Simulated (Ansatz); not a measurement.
# Si on Al(100): change of the work function, part 5 of 6

Wanted: Δφ(θ) for Si/Al(100), starting from the hollow site.

Ansatz 0.2.0; plane-wave DFT, LDA, Ansatz PAW.

So far, work function, upper face (eV): step 2 (the clean slab) 4.49; step 7 (adsorbate added, k-mesh 10×10×1, coverage 1 ML) 4.99; step 9 (the slab at 0.25 ML, atoms frozen) 4.93; step 10 (the substrate of the 0.25 ML cell alone) 4.47; step 11 (the adsorbate layer of the 0.25 ML cell alone) 4.61.

### 12. Where the charge went at 0.25 ML

This step: plane-wave DFT, LDA, Ansatz PAW; density difference on adsorption (Ansatz 0.2.0).

The densities of the parts are taken from that of the whole and averaged over planes; the first moment of what is left gives the step in the potential.

Numbers from this step:

- largest charge moved: -0.003568 e/Å²
- potential step from the moved charge: 0.4203 eV

The electron density difference oscillates, so the rows of the table below give means over windows of 1 Å about each position, cut where the curve ends. Its maxima inside the range that stand out by 2 % of the span (Å: e/Å³): 11.0: 9.7e-4, 13.3: 0.00103, 16.1: 0.00549. Its minima: 9.9: -5.1e-4, 12.2: -0.00105, 14.9: -0.00430, 17.1: -7.3e-4.

Planar mean, whole system less its parts. The electron density difference by z; means over each step:

| z (Å) | electron density difference (e/Å³) |
| --- | --- |
| 3 | 7.2e-8 |
| 4 | 5.6e-7 |
| 5 | 3.7e-6 |
| 6 | 1.7e-5 |
| 7 | 3.2e-5 |
| 8 | 1.6e-5 |
| 9 | -2.5e-5 |
| 10 | -3.4e-4 |
| 11 | 6.9e-4 |
| 12 | -6.8e-4 |
| 13 | 4.6e-4 |
| 14 | -6.1e-4 |
| 15 | -0.00306 |
| 16 | 0.00398 |
| 17 | 2.1e-4 |
| 18 | -4.4e-4 |
| 19 | -2.0e-4 |
| 20 | -3.8e-5 |
| 21 | -4.9e-6 |
| 22 | -5.4e-7 |

The electrons moved below z oscillates, so the rows of the table below give means over windows of 1 Å about each position, cut where the curve ends. Its maxima inside the range that stand out by 2 % of the span (Å: e/Å²): 9.1: 1.3e-4, 11.5: 4.1e-4, 13.7: 3.4e-4, 16.8: 0.00103. Its minima: 10.3: -3.2e-4, 12.6: -3.6e-4, 15.4: -0.00357.

Planar mean, whole system less its parts. Electrons moved below z against z; means over each step:

| z (Å) | electrons moved below z (e/Å²) |
| --- | --- |
| 4 | 3.2e-7 |
| 5 | 2.2e-6 |
| 6 | 1.2e-5 |
| 7 | 3.9e-5 |
| 8 | 5.8e-5 |
| 9 | 1.0e-4 |
| 10 | -1.9e-4 |
| 11 | 1.1e-4 |
| 12 | 7.3e-5 |
| 13 | -1.6e-4 |
| 14 | 1.0e-4 |
| 15 | -0.00241 |
| 16 | -0.00147 |
| 17 | 8.6e-4 |
| 18 | 4.3e-4 |
| 19 | 1.1e-4 |
| 20 | 1.6e-5 |
| 21 | 1.9e-6 |
| 22 | 2.1e-7 |

### 13. Varying the input: efield.ramp_width = 0.15

This step: plane-wave DFT, LDA, Ansatz PAW (Ansatz 0.2.0).

System of this step: Si/Al(100). The cell holds 5 atoms: 4 Al and 1 Si. Its edges and angles: a = 2.864 Å, b = 2.864 Å, c = 25.471 Å, α = 90.0°, β = 90.0°, γ = 90.0°. Vacuum lies along c.

A run with a changed input: it repeats the earlier run at 1 ML with efield.ramp_width from 0.06 to 0.15.

input.yaml reads:

```yaml
crystal:
  lattice:
    - [2.8637824638, 0.0, 0.0]
    - [0.0, 2.8637824638, 0.0]
    - [0.0, 0.0, 25.4709988244]
  atoms:
    - { symbol: Al, position: [0.5, 0.5, 0.3533430339] }
    - { symbol: Al, position: [0.0, 0.0, 0.4328452164] }
    - { symbol: Al, position: [0.5, 0.5, 0.5139455512] }
    - { symbol: Al, position: [0.0, 0.0, 0.5934962226] }
    - { symbol: Si, position: [0.5, 0.5, 0.6466569661] }
kpoints:
  mp_grid: { grid: [10, 10, 1] }
hamiltonian:
  xc: lda
scf:
  occupations: { method: fermi_dirac, width: 0.1 }
  convergence: { dr2_threshold: 1.0e-08 }
efield:
  axis: 3
  dipole_correction: true
  ramp_position: 0.97
  ramp_width: 0.15
relax:
  f_tol: 0.02
  max_steps: 60
  constraints: [{ sites: [0, 1] }]
output:
  bader: true
  write_potential: true
  write_density: true
  volumetric_format: npy
```

Started as:

```bash
$ ansatz run input.yaml --threads 4 --pin off --max-ram 6144MiB --backend cpu --events-out ev --progress --plain --runs-dir out
```

Numbers of over 12 decimals in the logs are rounded to 6 here.

Output:

```text
[...]
Crystal: 5 atoms, lattice volume = 208.894 Å³
Basis set: ecut = 420 eV, 4073 PW (Γ)
Bands: 13, of which v1, the nominal top of the filled ones, is band 8 counted from 1 (7 counted from 0)
Symmetry: 8 space group operations
[...]
k-points: 21 of 100
[...]
SCF iter   1: F=—  HF=-2658.318535 eV  |F-HF|=—  |Δ(HF+E_count)|=         —  Δρ=3.69e-3  dr2=6.91e-1  ethr=1.77e-3  p=-0.045 e·Å  D=-3.90e-2 V/Å  ΔV_dip=0.99 eV  dr2_dipole=3.27e-1  V_vac-E_F(+/−)=5.26/4.27 eV  ⟨swp⟩=8.3  Hψ=2319  notcnv=0
[...]
SCF iter   7: F=-2658.291601 eV  HF=-2658.291601 eV  |F-HF|=1.27e-9  |Δ(HF+E_count)|=   4.48e-8  Δρ=7.97e-7  dr2=3.69e-9  ethr=6.25e-11  p=-0.022 e·Å  D=-1.92e-2 V/Å  ΔV_dip=0.49 eV  dr2_dipole=2.60e-10  V_vac-E_F(+/−)=5.05/4.56 eV  ⟨swp⟩=10.6  Hψ=2026  notcnv=0
SCF 1 converged in 7 iterations: F = -2658.291601 eV  dr2 = 3.69e-9
[...]
relax step   1: F+E_penalty+E_count = -2658.29160125 eV  Δ(F+E_penalty+E_count) = +0.000e0 eV  max|allowed force component| = 2.144e0 eV/Å  Δτ_max = 0.0000 Å  (7 SCF iters, accepted)
[...]
SCF iter   7: F=-2658.581690 eV  HF=-2658.581690 eV  |F-HF|=2.21e-9  |Δ(HF+E_count)|=   3.63e-8  Δρ=9.04e-7  dr2=2.70e-9  ethr=6.25e-11  p=-0.023 e·Å  D=-1.99e-2 V/Å  ΔV_dip=0.51 eV  dr2_dipole=1.09e-10  V_vac-E_F(+/−)=5.04/4.53 eV  ⟨swp⟩=10.0  Hψ=1958  notcnv=0
SCF 2 converged in 7 iterations: F = -2658.581690 eV  dr2 = 2.70e-9
[...]
relax step   2: F+E_penalty+E_count = -2658.58169025 eV  Δ(F+E_penalty+E_count) = -2.901e-1 eV  max|allowed force component| = 1.129e0 eV/Å  Δτ_max = 0.1902 Å  (7 SCF iters, accepted)
SCF iter   1: F=—  HF=-2658.734471 eV  |F-HF|=—  |Δ(HF+E_count)|=         —  Δρ=4.13e-3  dr2=5.13e-1  ethr=3.10e-3  p=-0.023 e·Å  D=-1.99e-2 V/Å  ΔV_dip=0.51 eV  dr2_dipole=1.07e-1  V_vac-E_F(+/−)=5.04/4.53 eV  ⟨swp⟩=4.8  Hψ=1372  notcnv=0  defer=1
[...]
SCF iter   8: F=-2658.695848 eV  HF=-2658.695848 eV  |F-HF|=4.18e-10  |Δ(HF+E_count)|=   8.23e-9  Δρ=2.64e-7  dr2=1.40e-10  ethr=6.25e-11  p=-0.021 e·Å  D=-1.80e-2 V/Å  ΔV_dip=0.46 eV  dr2_dipole=9.16e-12  V_vac-E_F(+/−)=4.99/4.53 eV  ⟨swp⟩=8.4  Hψ=2089  notcnv=0
SCF 3 converged in 8 iterations: F = -2658.695848 eV  dr2 = 1.40e-10
relax step   3: F+E_penalty+E_count = -2658.69584761 eV  Δ(F+E_penalty+E_count) = -1.142e-1 eV  max|allowed force component| = 2.167e-1 eV/Å  Δτ_max = 0.1536 Å  (8 SCF iters, accepted)
[...]
SCF iter   7: F=-2658.700834 eV  HF=-2658.700834 eV  |F-HF|=1.17e-9  |Δ(HF+E_count)|=   2.11e-8  Δρ=4.56e-7  dr2=2.45e-9  ethr=6.25e-11  p=-0.021 e·Å  D=-1.86e-2 V/Å  ΔV_dip=0.47 eV  dr2_dipole=2.50e-10  V_vac-E_F(+/−)=4.99/4.52 eV  ⟨swp⟩=10.5  Hψ=1968  notcnv=0
SCF 4 converged in 7 iterations: F = -2658.700834 eV  dr2 = 2.45e-9
relax step   4: F+E_penalty+E_count = -2658.70083431 eV  Δ(F+E_penalty+E_count) = -4.987e-3 eV  max|allowed force component| = 7.710e-3 eV/Å  Δτ_max = 0.0731 Å  (7 SCF iters, accepted)
[...]
SCF converged after 7 iterations
Free energy (F): -2658.700834 eV
[...]
Internal energy: -2658.629792 eV  (E = F + TS)
E sigma→0 (E₀):  -2658.665313 eV
Entropy (-TS):   -0.071042 eV (-14.208 meV/atom)
Fermi energy:    0.233887 eV
Dipole field:    D = -0.018573 V/Å  (p = -0.021441 e·Å, saw-weighted, corrected)
Work function:   Φ+ = 4.9925 eV   Φ− = 4.5194 eV
[...]
--- Forces (eV/Å), atoms counted from 1 ---
  atom   1  Al     0.00000000     0.00000000    -0.00555102
  atom   2  Al    -0.00000000     0.00000000     0.01550378
  atom   3  Al    -0.00000000     0.00000000    -0.00740011
  atom   4  Al     0.00000000     0.00000000    -0.00771041
  atom   5  Si    -0.00000000     0.00000000     0.00507770
  max |Σ_I F_I| component: 8.01e-5 eV/Å
--- Band table (eV; the first three rows and the last of 21) ---
  k-point 0: bands = [... 4 lower, -3.8187, -1.8360, 1.4799, 3.7030, 4.6051, 4.6051, 4.6854, 5.4823, ... 1 higher]
  k-point 1: bands = [... 4 lower, -3.6484, -1.6737, 1.6363, 2.3675, 3.6072, 3.8869, 4.7506, 4.8604, ... 1 higher]
  k-point 2: bands = [... 4 lower, -3.1422, -1.1917, -0.3249, 0.9009, 2.1418, 2.4123, 4.3863, 4.5126, ... 1 higher]
  k-point 20: bands = [... 4 lower, -1.9725, -1.1074, -0.8598, -0.5255, -0.5255, -0.1179, 0.4580, 1.1118, ... 1 higher]
--- Relaxed structure (4 steps of the walk, 4 accepted, 0 SCFs on fresh bases) ---
  F+E_penalty+E_count = -2658.70083431 eV   max|allowed force component| = 7.710e-3 eV/Å
  atoms:
    - { symbol: Al, position: [0.5, 0.5, 0.353343] }
    - { symbol: Al, position: [0.0, 0.0, 0.432845] }
    - { symbol: Al, position: [0.5, 0.5, 0.513251] }
    - { symbol: Al, position: [0, 0.0, 0.590785] }
    - { symbol: Si, position: [0.5, 0.5, 0.659374] }
--- Bader charges: 5 sites ---
  site symbol  charge [e]  shift [e]
     0     Al      0.0177     0.0000
     1     Al     -0.0395     0.0000
     2     Al      0.0302     0.0000
     3     Al      0.6160     0.0013
     4     Si     -0.6244     0.0013
  estimated error of the sums over rays = 4.1e-4 e
```

Elapsed: 10 s, on 4 threads of Arm Neoverse V2, shared host; peak memory 0.41 GiB.

Relaxation path:

| step | energy less that of the first step (eV) | largest force component (eV/Å) |
| --- | --- | --- |
| 1 | 0.0000 | 2.1439 |
| 2 | -0.2901 | 1.1291 |
| 3 | -0.4042 | 0.2167 |
| 4 | -0.4092 | 0.0077 |

Forces are held to the 8 operations that the run works with; a distortion that breaks them can't arise in this run.

The atoms that moved most (Å):

| atom | dx | dy | dz | length |
| --- | --- | --- | --- | --- |
| Si5 | 0.000 | 0.000 | 0.324 | 0.324 |
| Al4 | 0.000 | 0.000 | -0.069 | 0.069 |
| Al3 | 0.000 | 0.000 | -0.018 | 0.018 |

Final coordinates:

```
Al Si
1.0
     2.86378    0.00000    0.00000
     0.00000    2.86378    0.00000
     0.00000    0.00000   25.47100
Al Si
4 1
Direct
  0.50000 0.50000 0.35334
  0.00000 0.00000 0.43285
  0.50000 0.50000 0.51325
  0.00000 0.00000 0.59078
  0.50000 0.50000 0.65937
```

Numbers from this step:

- energy at zero smearing: -2658.6653 eV
- work function, upper face: 4.992 eV
- work function, lower face: 4.519 eV
- dipole along the normal: -0.02144 e·Å
- step between the vacuum levels: 0.4731 eV

| quantity | this run | earlier run | difference |
| --- | --- | --- | --- |
| work function, upper face (eV) | 4.992 | 4.993 | -4.3e-5 |
| work function, lower face (eV) | 4.519 | 4.519 | -6.0e-5 |
| dipole along the normal (e·Å) | -0.02144 | -0.02144 | 1.1e-6 |

Nothing in the table moves by 0.01 in its unit (for the dipole 0.5 % and 5e-5 e·Å).

(Continued in part 6 of 6.)

[Logs are printed without paths, hosts, clocks, repeated set-up lines and the standing remarks that a program may print on its own settings, such as how far it seeks lower states.]

[Hosts, paths, dates, database ids (printed as entryN), source tags and the programs' standing remarks are cut or masked in the printed files.]

[Maps of the electrostatic potential energy from Ansatz leave out the sawtooth potential of an applied field or a dipole correction, so their vacuum need not be flat; planar profiles and work functions include it.]
